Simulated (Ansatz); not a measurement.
# CsSe4Cl (built on the sites of a database entry of CsClO4): following an unstable mode, part 2 of 3

Wanted: the energy along a soft mode of CsSe4Cl (built on the sites of a database entry of CsClO4) and the structure at the end.

Ansatz 0.2.0; DFT PBEsol, scalar-relativistic, plane waves, PAW.

So far, highest frequency on the path or at a solved wavevector (cm⁻¹): step 2 (phonons on a q mesh) 230. Also lowest frequency on the path (cm⁻¹): step 2 -163.

The structure was built from a prototype and need not be the compound's stable phase.

**4. The mode frozen in, largest atomic shift 0.22 Å**

The atoms are moved along the unstable eigenvector, the largest shift by 0.22 Å, with the cell fixed.

File input.yaml:

```yaml
crystal:
  lattice:
    - [0.0, -4.9159952897, -4.9159952897]
    - [0.0, 4.9159952897, -4.9159952897]
    - [9.8319905794, 0.0, 0.0]
  atoms:
    - { symbol: Cs, position: [0.5005275043, 0.5, 0.0] }
    - { symbol: Cs, position: [-0.0005275043, 0.0, 0.5] }
    - { symbol: Cl, position: [0.5267939286, 0.5, 0.5] }
    - { symbol: Cl, position: [-0.0267939286, 0.0, 0.0] }
    - { symbol: Se, position: [0.1821220417, 0.5, 0.6707285117] }
    - { symbol: Se, position: [0.7130514518, 0.0, 0.1316847415] }
    - { symbol: Se, position: [0.7869485482, 0.5, 0.6316847415] }
    - { symbol: Se, position: [0.3178779583, 0.0, 0.1707285117] }
    - { symbol: Se, position: [0.0196352714, 0.6975867467, 0.8487933734] }
    - { symbol: Se, position: [0.4803647286, 0.1975867467, 0.3487933734] }
    - { symbol: Se, position: [0.0196352714, 0.3024132533, 0.8487933734] }
    - { symbol: Se, position: [0.4803647286, 0.8024132533, 0.3487933734] }
kpoints:
  mp_grid: { grid: [6, 6, 4] }
hamiltonian:
  xc: pbesol
scf:
  occupations: { method: methfessel_paxton, width: 0.2 }
output:
  forces: true
  stress: true
  eigenvalues: true
```

Command:

```sh
$ ansatz run input.yaml --threads 8 --pin off --max-ram 14336MiB --backend cpu --events-out ev --progress --plain --runs-dir out
```

Numbers of over 12 decimals in the logs are rounded to 6 here.

What it wrote:

```text
[...]
Crystal: 12 atoms, lattice volume = 475.220 Å³
Basis set: ecut = 420 eV, 9301 PW (Γ), exchange–correlation on 96×96×144 points (8 copies of the dense FFT grid, shifted against one another)
Bands: 96, of which v1, the nominal top of the filled ones, is band 80 counted from 1 (79 counted from 0)
Symmetry: 4 space group operations
[...]
k-point 0: bands = [... 76 lower, 3.2007, 3.8398, 3.9439, 4.0264, 4.3192, 4.3591, 4.9064, 5.2624, ... 12 higher]
  k-point 1: bands = [... 76 lower, 3.3111, 3.7824, 3.9593, 4.0169, 4.2709, 4.2872, 5.0011, 5.3917, ... 12 higher]
  k-point 2: bands = [... 76 lower, 3.5703, 3.5703, 3.9910, 3.9910, 4.2271, 4.2271, 5.1966, 5.1966, ... 12 higher]
  k-point 47: bands = [... 76 lower, 3.5694, 3.5694, 3.7551, 3.7551, 3.9153, 3.9153, 4.9935, 4.9935, ... 12 higher]
[key lines of the parts left out:]
SCF converged after 11 iterations
Free energy (F): -56686.648859 eV
Fermi energy:    4.002348 eV
P = ⅓ Tr σ = 1.1159 GPa (11.159 kbar)
```

Wall time 20 s (8 threads of Intel Xeon Platinum 8488C (Sapphire Rapids), shared host); peak memory 2.9 GiB; 2.6 min of CPU time.

Numbers from this step:

```
pressure                         : 1.116 GPa
energy from the undistorted cell : -62.51 meV/atom
```

The energy, extrapolated to zero smearing, is -62.51 meV/atom against the undistorted cell.

The run ends at a pressure of 1.12 GPa, with forces up to 0.87 eV/Å.

**5. Energy along the mode, all amplitudes (two of the runs are shown above)**

An imaginary frequency means negative curvature, so the energy should fall and then rise again as anharmonic terms take over.

Numbers from this step:

```yaml
depth_at_the_lowest_point_sampled: 62.51 meV/atom
largest_atomic_shift_at_that_point: 0.22 Å
```

Table of energy from the parent by largest atomic shift:

| largest atomic shift (Å) | energy from the parent (meV/atom) |
| --- | --- |
| 0.000 | 0 |
| 0.040 | -3.12 |
| 0.080 | -12.0 |
| 0.140 | -33.1 |
| 0.220 | -62.5 |
| 0.320 | -59.9 |
| 0.450 | 137 |

Displacement at unit largest shift by atom:

| atom | x (Å) | y (Å) | z (Å) | size |
| --- | --- | --- | --- | --- |
| Cs1 | 0.000 | -0.012 | -0.012 | 0.017 |
| Cs2 | 0.000 | 0.012 | 0.012 | 0.017 |
| Cl3 | 0.000 | -0.599 | -0.599 | 0.847 |
| Cl4 | 0.000 | 0.599 | 0.599 | 0.847 |
| Se5 | 0.872 | 0.346 | 0.346 | 1.000 |
| Se6 | -0.872 | -0.346 | -0.346 | 1.000 |
| Se7 | -0.872 | 0.346 | 0.346 | 1.000 |
| Se8 | 0.872 | -0.346 | -0.346 | 1.000 |
| Se9 | 0.000 | -0.439 | -0.439 | 0.621 |
| Se10 | 0.000 | 0.439 | 0.439 | 0.621 |
| Se11 | 0.000 | -0.439 | -0.439 | 0.621 |
| Se12 | 0.000 | 0.439 | 0.439 | 0.621 |

The lowest of the steps tried is at 0.22 Å, 62.5 meV/atom below the parent; the bottom of the well need not coincide with a step.

**6. Relaxation from the frozen mode**

Starting from the lowest point found, all atoms and the cell are let go, so that strain and other modes of the same symmetry can join in.

Changes to input.yaml since step 4:

```diff
@@ -28 +28,6 @@
   eigenvalues: true
+relax:
+  adjacent_minimum: "off"
+  f_tol: 0.002
+  max_steps: 120
+  cell: { stress_tol: 0.03 }
```

What it wrote:

```text
[...]
Crystal: 12 atoms, lattice volume = 475.220 Å³
Basis set: ecut = 420 eV, 9301 PW (Γ), exchange–correlation on 96×96×144 points (8 copies of the dense FFT grid, shifted against one another)
Bands: 96, of which v1, the nominal top of the filled ones, is band 80 counted from 1 (79 counted from 0)
Symmetry: 4 space group operations
[...]
k-points: 48 of 144 (time reversal used)
[...]
SCF iter   1: F=—  HF=-56686.654163 eV  |F-HF|=—  |Δ(HF+E_count)|=         —  Δρ=3.57e-3  dr2=7.18e-2  ethr=1.77e-3  ⟨swp⟩=6.2  Hψ=17530  notcnv=0
[...]
SCF iter  11: F=-56686.648859 eV  HF=-56686.648859 eV  |F-HF|=5.98e-9  |Δ(HF+E_count)|=   4.97e-9  S|Δr|=    0.00e0  Δρ=1.14e-6  dr2=1.18e-8  ethr=6.25e-11  ⟨swp⟩=10.6  Hψ=18914  notcnv=0
SCF 1 converged in 11 iterations: F = -56686.648859 eV  dr2 = 1.18e-8
[...]
relax step   1: F+E_penalty+E_count = -56686.64885931 eV  Δ(F+E_penalty+E_count) = +0.000e0 eV  max|allowed force component| = 8.630e-1 eV/Å  Δτ_max = 0.0000 Å  P = +1.116 GPa  Ω = 475.220 Å³  (11 SCF iters, dr2 threshold 1.00e-7 eV, accepted)
Crystal: 12 atoms, lattice volume = 496.828 Å³
Basis set: ecut = 420 eV, 9753 PW (Γ), exchange–correlation on 96×96×144 points (8 copies of the dense FFT grid, shifted against one another)
[...]
SCF iter  10: F=-56687.293842 eV  HF=-56687.293843 eV  |F-HF|=2.90e-7  |Δ(HF+E_count)|=   3.94e-7  S|Δr|=    0.00e0  Δρ=6.30e-6  dr2=4.40e-7  ethr=7.50e-10  ⟨swp⟩=7.2  Hψ=20473  notcnv=0
SCF 2 converged in 10 iterations: F = -56687.293842 eV  dr2 = 4.40e-7
[...]
relax step   2: F+E_penalty+E_count = -56687.29384227 eV  Δ(F+E_penalty+E_count) = -6.450e-1 eV  max|allowed force component| = 6.144e-1 eV/Å  Δτ_max = 0.1979 Å  P = +0.237 GPa  Ω = 496.828 Å³  energy of the carried Pulay correction = -8.404e-4 eV  (10 SCF iters, dr2 threshold 1.20e-6 eV, accepted)
Crystal: 12 atoms, lattice volume = 521.273 Å³
Basis set: ecut = 420 eV, 10149 PW (Γ), exchange–correlation on 96×96×144 points (8 copies of the dense FFT grid, shifted against one another)
[...]
SCF iter   9: F=-56687.764002 eV  HF=-56687.764002 eV  |F-HF|=5.78e-7  |Δ(HF+E_count)|=   1.42e-6  S|Δr|=    0.00e0  Δρ=1.02e-5  dr2=8.74e-7  ethr=7.50e-10  ⟨swp⟩=9.9  Hψ=25128  notcnv=0
SCF 3 converged in 9 iterations: F = -56687.764002 eV  dr2 = 8.74e-7
[...]
relax step   3: F+E_penalty+E_count = -56687.76400154 eV  Δ(F+E_penalty+E_count) = -4.702e-1 eV  max|allowed force component| = 2.947e-1 eV/Å  Δτ_max = 0.1952 Å  P = -0.085 GPa  Ω = 521.273 Å³  energy of the carried Pulay correction = -1.747e-3 eV  (9 SCF iters, dr2 threshold 1.20e-6 eV, accepted)
[... from here on, the SCF cycles and remarks between the steps are left out ...]
relax step   4: F+E_penalty+E_count = -56688.23275033 eV  Δ(F+E_penalty+E_count) = -4.687e-1 eV  max|allowed force component| = 3.928e-1 eV/Å  Δτ_max = 0.1930 Å  P = -0.349 GPa  Ω = 535.283 Å³  energy of the carried Pulay correction = -2.247e-3 eV  (8 SCF iters, dr2 threshold 1.20e-6 eV, accepted)
relax step   5: F+E_penalty+E_count = -56688.57332106 eV  Δ(F+E_penalty+E_count) = -3.406e-1 eV  max|allowed force component| = 2.117e-1 eV/Å  Δτ_max = 0.1947 Å  P = -0.556 GPa  Ω = 536.091 Å³  energy of the carried Pulay correction = -2.276e-3 eV  (8 SCF iters, dr2 threshold 1.20e-6 eV, accepted)
relax step   6: F+E_penalty+E_count = -56688.82069422 eV  Δ(F+E_penalty+E_count) = -2.474e-1 eV  max|allowed force component| = 2.095e-1 eV/Å  Δτ_max = 0.1951 Å  P = -0.627 GPa  Ω = 525.419 Å³  energy of the carried Pulay correction = -1.897e-3 eV  (8 SCF iters, dr2 threshold 1.20e-6 eV, accepted)
relax step   7: F+E_penalty+E_count = -56689.10751468 eV  Δ(F+E_penalty+E_count) = -2.868e-1 eV  max|allowed force component| = 2.246e-1 eV/Å  Δτ_max = 0.1950 Å  P = -0.336 GPa  Ω = 509.981 Å³  energy of the carried Pulay correction = -1.334e-3 eV  (7 SCF iters, dr2 threshold 1.20e-6 eV, accepted)
relax step   8: F+E_penalty+E_count = -56689.44087973 eV  Δ(F+E_penalty+E_count) = -3.334e-1 eV  max|allowed force component| = 3.184e-1 eV/Å  Δτ_max = 0.1948 Å  P = -0.138 GPa  Ω = 494.872 Å³  energy of the carried Pulay correction = -7.658e-4 eV  (7 SCF iters, dr2 threshold 1.20e-6 eV, accepted)
relax step   9: F+E_penalty+E_count = -56689.74675629 eV  Δ(F+E_penalty+E_count) = -3.059e-1 eV  max|allowed force component| = 2.234e-1 eV/Å  Δτ_max = 0.1951 Å  P = +0.068 GPa  Ω = 479.911 Å³  energy of the carried Pulay correction = -1.857e-4 eV  (6 SCF iters, dr2 threshold 1.20e-6 eV, accepted)
relax step  10: F+E_penalty+E_count = -56689.67856422 eV  Δ(F+E_penalty+E_count) = +6.819e-2 eV  max|allowed force component| = 8.240e-1 eV/Å  Δτ_max = 0.1910 Å  P = +0.722 GPa  Ω = 469.711 Å³  energy of the carried Pulay correction = +2.204e-4 eV  (9 SCF iters, dr2 threshold 1.20e-6 eV, rejected (line search))
relax step  11: F+E_penalty+E_count = -56689.85192809 eV  Δ(F+E_penalty+E_count) = -1.052e-1 eV  max|allowed force component| = 1.781e-1 eV/Å  Δτ_max = 0.0909 Å  P = -0.208 GPa  Ω = 478.534 Å³  energy of the carried Pulay correction = -1.314e-4 eV  (13 SCF iters, accepted)
relax step  12: F+E_penalty+E_count = -56689.91138006 eV  Δ(F+E_penalty+E_count) = -5.945e-2 eV  max|allowed force component| = 1.656e-1 eV/Å  Δτ_max = 0.0956 Å  P = +0.062 GPa  Ω = 474.049 Å³  energy of the carried Pulay correction = +4.661e-5 eV  (8 SCF iters, dr2 threshold 1.20e-6 eV, accepted)
relax step  13: F+E_penalty+E_count = -56690.01554147 eV  Δ(F+E_penalty+E_count) = -1.042e-1 eV  max|allowed force component| = 7.353e-2 eV/Å  Δτ_max = 0.1500 Å  P = -0.329 GPa  Ω = 467.367 Å³  energy of the carried Pulay correction = +3.149e-4 eV  (8 SCF iters, dr2 threshold 1.20e-6 eV, accepted)
relax step  14: F+E_penalty+E_count = -56690.10043845 eV  Δ(F+E_penalty+E_count) = -8.490e-2 eV  max|allowed force component| = 1.376e-1 eV/Å  Δτ_max = 0.1951 Å  P = -0.181 GPa  Ω = 446.081 Å³  energy of the carried Pulay correction = +1.196e-3 eV  (9 SCF iters, dr2 threshold 5.23e-7 eV, accepted)
relax step  15: F+E_penalty+E_count = -56690.15615305 eV  Δ(F+E_penalty+E_count) = -5.571e-2 eV  max|allowed force component| = 2.283e-1 eV/Å  Δτ_max = 0.1947 Å  P = -0.430 GPa  Ω = 423.551 Å³  energy of the carried Pulay correction = +2.173e-3 eV  (8 SCF iters, dr2 threshold 1.18e-6 eV, accepted)
relax step  16: F+E_penalty+E_count = -56690.25158090 eV  Δ(F+E_penalty+E_count) = -9.543e-2 eV  max|allowed force component| = 1.342e-1 eV/Å  Δτ_max = 0.1943 Å  P = -0.191 GPa  Ω = 403.859 Å³  energy of the carried Pulay correction = +3.069e-3 eV  (8 SCF iters, dr2 threshold 1.20e-6 eV, accepted)
relax step  17: F+E_penalty+E_count = -56690.32155836 eV  Δ(F+E_penalty+E_count) = -6.998e-2 eV  max|allowed force component| = 6.198e-2 eV/Å  Δτ_max = 0.1916 Å  P = -0.003 GPa  Ω = 392.325 Å³  energy of the carried Pulay correction = +3.613e-3 eV  (8 SCF iters, dr2 threshold 1.13e-6 eV, accepted)
relax step  18: F+E_penalty+E_count = -56690.34229872 eV  Δ(F+E_penalty+E_count) = -2.074e-2 eV  max|allowed force component| = 6.027e-2 eV/Å  Δτ_max = 0.1945 Å  P = +0.225 GPa  Ω = 385.095 Å³  energy of the carried Pulay correction = +3.961e-3 eV  (8 SCF iters, dr2 threshold 2.40e-7 eV, accepted)
relax step  19: F+E_penalty+E_count = -56690.29905436 eV  Δ(F+E_penalty+E_count) = +4.324e-2 eV  max|allowed force component| = 3.127e-1 eV/Å  Δτ_max = 0.1291 Å  P = -0.048 GPa  Ω = 389.290 Å³  energy of the carried Pulay correction = +3.759e-3 eV  (8 SCF iters, dr2 threshold 3.26e-7 eV, rejected (line search))
relax step  20: F+E_penalty+E_count = -56690.35655772 eV  Δ(F+E_penalty+E_count) = -1.426e-2 eV  max|allowed force component| = 2.968e-2 eV/Å  Δτ_max = 0.0633 Å  P = +0.026 GPa  Ω = 391.090 Å³  energy of the carried Pulay correction = +3.672e-3 eV  (12 SCF iters, accepted)
relax step  21: F+E_penalty+E_count = -56690.35783039 eV  Δ(F+E_penalty+E_count) = -1.273e-3 eV  max|allowed force component| = 2.555e-2 eV/Å  Δτ_max = 0.0098 Å  P = -0.028 GPa  Ω = 392.047 Å³  energy of the carried Pulay correction = +3.626e-3 eV  (7 SCF iters, dr2 threshold 5.51e-8 eV, accepted)
relax step  22: F+E_penalty+E_count = -56690.35872693 eV  Δ(F+E_penalty+E_count) = -8.965e-4 eV  max|allowed force component| = 2.203e-2 eV/Å  Δτ_max = 0.0112 Å  P = -0.002 GPa  Ω = 392.868 Å³  energy of the carried Pulay correction = +3.587e-3 eV  (7 SCF iters, dr2 threshold 4.08e-8 eV, accepted)
relax step  23: F+E_penalty+E_count = -56690.35939063 eV  Δ(F+E_penalty+E_count) = -6.637e-4 eV  max|allowed force component| = 1.445e-2 eV/Å  Δτ_max = 0.0158 Å  P = -0.030 GPa  Ω = 393.140 Å³  energy of the carried Pulay correction = +3.574e-3 eV  (7 SCF iters, dr2 threshold 3.03e-8 eV, accepted)
relax step  24: F+E_penalty+E_count = -56690.35982737 eV  Δ(F+E_penalty+E_count) = -4.367e-4 eV  max|allowed force component| = 5.542e-3 eV/Å  Δτ_max = 0.0191 Å  P = -0.012 GPa  Ω = 392.708 Å³  energy of the carried Pulay correction = +3.595e-3 eV  (8 SCF iters, dr2 threshold 1.30e-8 eV, accepted)
relax step  25: F+E_penalty+E_count = -56690.35996865 eV  Δ(F+E_penalty+E_count) = -1.413e-4 eV  max|allowed force component| = 2.531e-3 eV/Å  Δτ_max = 0.0142 Å  P = -0.005 GPa  Ω = 392.248 Å³  energy of the carried Pulay correction = +3.617e-3 eV  (8 SCF iters, dr2 threshold 1.92e-9 eV, accepted)
relax step  26: F+E_penalty+E_count = -56690.35997466 eV  Δ(F+E_penalty+E_count) = -6.014e-6 eV  max|allowed force component| = 6.526e-3 eV/Å  Δτ_max = 0.0042 Å  P = +0.007 GPa  Ω = 391.969 Å³  energy of the carried Pulay correction = +3.630e-3 eV  (8 SCF iters, dr2 threshold 4.00e-10 eV, rejected (line search))
relax step  27: F+E_penalty+E_count = -56690.35998701 eV  Δ(F+E_penalty+E_count) = -1.836e-5 eV  max|allowed force component| = 1.010e-3 eV/Å  Δτ_max = 0.0020 Å  P = +0.000 GPa  Ω = 392.095 Å³  energy of the carried Pulay correction = +3.624e-3 eV  (9 SCF iters, accepted)
Basis set: ecut = 420 eV, 7693 PW (Γ), exchange–correlation on 90×96×128 points (8 copies of the dense FFT grid, shifted against one another)
[...]
SCF iter   7: F=-56690.356570 eV  HF=-56690.356570 eV  |F-HF|=2.18e-11  |Δ(HF+E_count)|=  7.28e-11  S|Δr|=    0.00e0  Δρ=3.14e-8  dr2=3.14e-12  ethr=1.00e-12  ⟨swp⟩=5.5  Hψ=18633  notcnv=0
SCF 28 converged in 7 iterations: F = -56690.356570 eV  dr2 = 3.14e-12
relax step  28: F+E_penalty+E_count = -56690.35657023 eV  Δ(F+E_penalty+E_count) = +3.417e-3 eV  max|allowed force component| = 1.255e-3 eV/Å  Δτ_max = 0.0000 Å  P = -0.001 GPa  Ω = 392.095 Å³  stress off target by 2.30e-3 GPa  SCF on the basis re-selected at this cell (its energy is not comparable with the rows above)  (7 SCF iters)
basis re-selected at this cell: Δ(F+E_penalty+E_count) = +3.417e-3 eV, ΔP = -0.001 GPa vs the last step (what re-selecting the basis moved, of the pressure what is left beyond the Pulay correction that the steps carried, after the strain that the cell walked since its last selection, with what the two solves' SCF thresholds leave and, on support functions, any second-order correction that the steps lacked; it is no measure of the basis error at this ecutwfc). The dense FFT grid was sized anew with the basis: this SCF ran on 45×48×64 points, the steps before it on 48×48×72, so part of this shift can come from that change (see relax.cell in the input reference). [rest of the remark cut]
SCF converged after 7 iterations
[...]
Free energy (F): -56690.356570 eV
[...]
Internal energy: -56690.376392 eV  (E = F + TS)
E sigma→0 (E₀):  -56690.361526 eV
Entropy (-TS):   0.019822 eV (1.652 meV/atom)
Fermi energy:    5.314650 eV
Step filling:    the computed levels leave a gap of 0.4631 eV = 2.3 smearing widths at the electron count; against every level under it full and every level over it empty, smearing changes F+E_penalty+E_count by +3.413 meV and its σ→0 estimate by -1.542 meV
[...]
--- Forces (eV/Å), atoms counted from 1 ---
  atom   1  Cs    -0.00000214    -0.00004350    -0.00004350
  atom   2  Cs    -0.00000214     0.00004350     0.00004350
  atom   3  Cl     0.00063300     0.00033325     0.00033325
  atom   4  Cl     0.00063300    -0.00033325    -0.00033325
  atom   5  Se    -0.00084552    -0.00117153    -0.00117153
  atom   6  Se    -0.00031518    -0.00125547    -0.00125547
  atom   7  Se    -0.00031518     0.00125547     0.00125547
  atom   8  Se    -0.00084552     0.00117153     0.00117153
  atom   9  Se     0.00026500     0.00014656    -0.00043745
  atom  10  Se     0.00026500     0.00043745    -0.00014656
  atom  11  Se     0.00026500    -0.00043745     0.00014656
  atom  12  Se     0.00026500    -0.00014656     0.00043745
  max |Σ_I F_I| component: 3.19e-7 eV/Å
--- Stress (GPa, compression-positive) ---
       -0.002298      -0.000000       0.000000
       -0.000000       0.000046      -0.000012
        0.000000      -0.000012       0.000046
  P = ⅓ Tr σ = -0.0007 GPa (-0.007 kbar)
--- Band table (eV; the first three rows and the last of 48) ---
  k-point 0: bands = [... 76 lower, 4.6515, 4.6583, 4.6982, 4.8907, 5.7959, 5.8548, 5.9713, 6.1709, ... 12 higher]
  k-point 1: bands = [... 76 lower, 4.6858, 4.6982, 4.7102, 4.8655, 5.8149, 5.8545, 5.9805, 6.1184, ... 12 higher]
  k-point 2: bands = [... 76 lower, 4.7157, 4.7157, 4.7887, 4.7887, 5.8439, 5.8439, 6.0294, 6.0294, ... 12 higher]
  k-point 47: bands = [... 76 lower, 4.3697, 4.3697, 4.6890, 4.6890, 5.8476, 5.8476, 6.3710, 6.3710, ... 12 higher]
--- Relaxed structure (27 steps of the walk, 24 accepted, 1 SCFs on fresh bases) ---
  F+E_penalty+E_count = -56690.35657023 eV   max|allowed force component| = 1.255e-3 eV/Å   (the final SCF, on the basis selected at the relaxed cell)
  cell:  # Å, volume = 392.0953 Å³
    - [0, -4.498198, -4.498198]
    - [0, 4.771248, -4.771248]
    - [9.134631, 0, 0]
  atoms:
    - { symbol: Cs, position: [0.665910, 0.500000, 0.091976] }
    - { symbol: Cs, position: [-0.165910, 0.0, 0.591976] }
    - { symbol: Cl, position: [0.683109, 0.500000, 0.495051] }
    - { symbol: Cl, position: [-0.183109, 0.0, -0.00494897] }
    - { symbol: Se, position: [0.245012, 0.5, 0.647504] }
    - { symbol: Se, position: [0.611147, 0.0, 0.203864] }
    - { symbol: Se, position: [0.888853, 0.500000, 0.703864] }
    - { symbol: Se, position: [0.254988, 0.0, 0.147504] }
    - { symbol: Se, position: [0.332225, 0.816476, 0.780803] }
    - { symbol: Se, position: [0.167775, 0.316476, 0.280803] }
    - { symbol: Se, position: [0.332225, 0.183524, 0.780803] }
    - { symbol: Se, position: [0.167775, 0.683524, 0.280803] }
```

The job ended after 10 min (8 threads; peak memory 3.2 GiB; 81 min of CPU time).

(Continued in part 3 of 3.)

[Logs are printed without paths, hosts, clocks, repeated set-up lines and the standing remarks that a program may print on its own settings, such as how far it seeks lower states.]

[Hosts, paths, dates, database ids (printed as entryN), source tags and the programs' standing remarks are cut or masked in the printed files.]
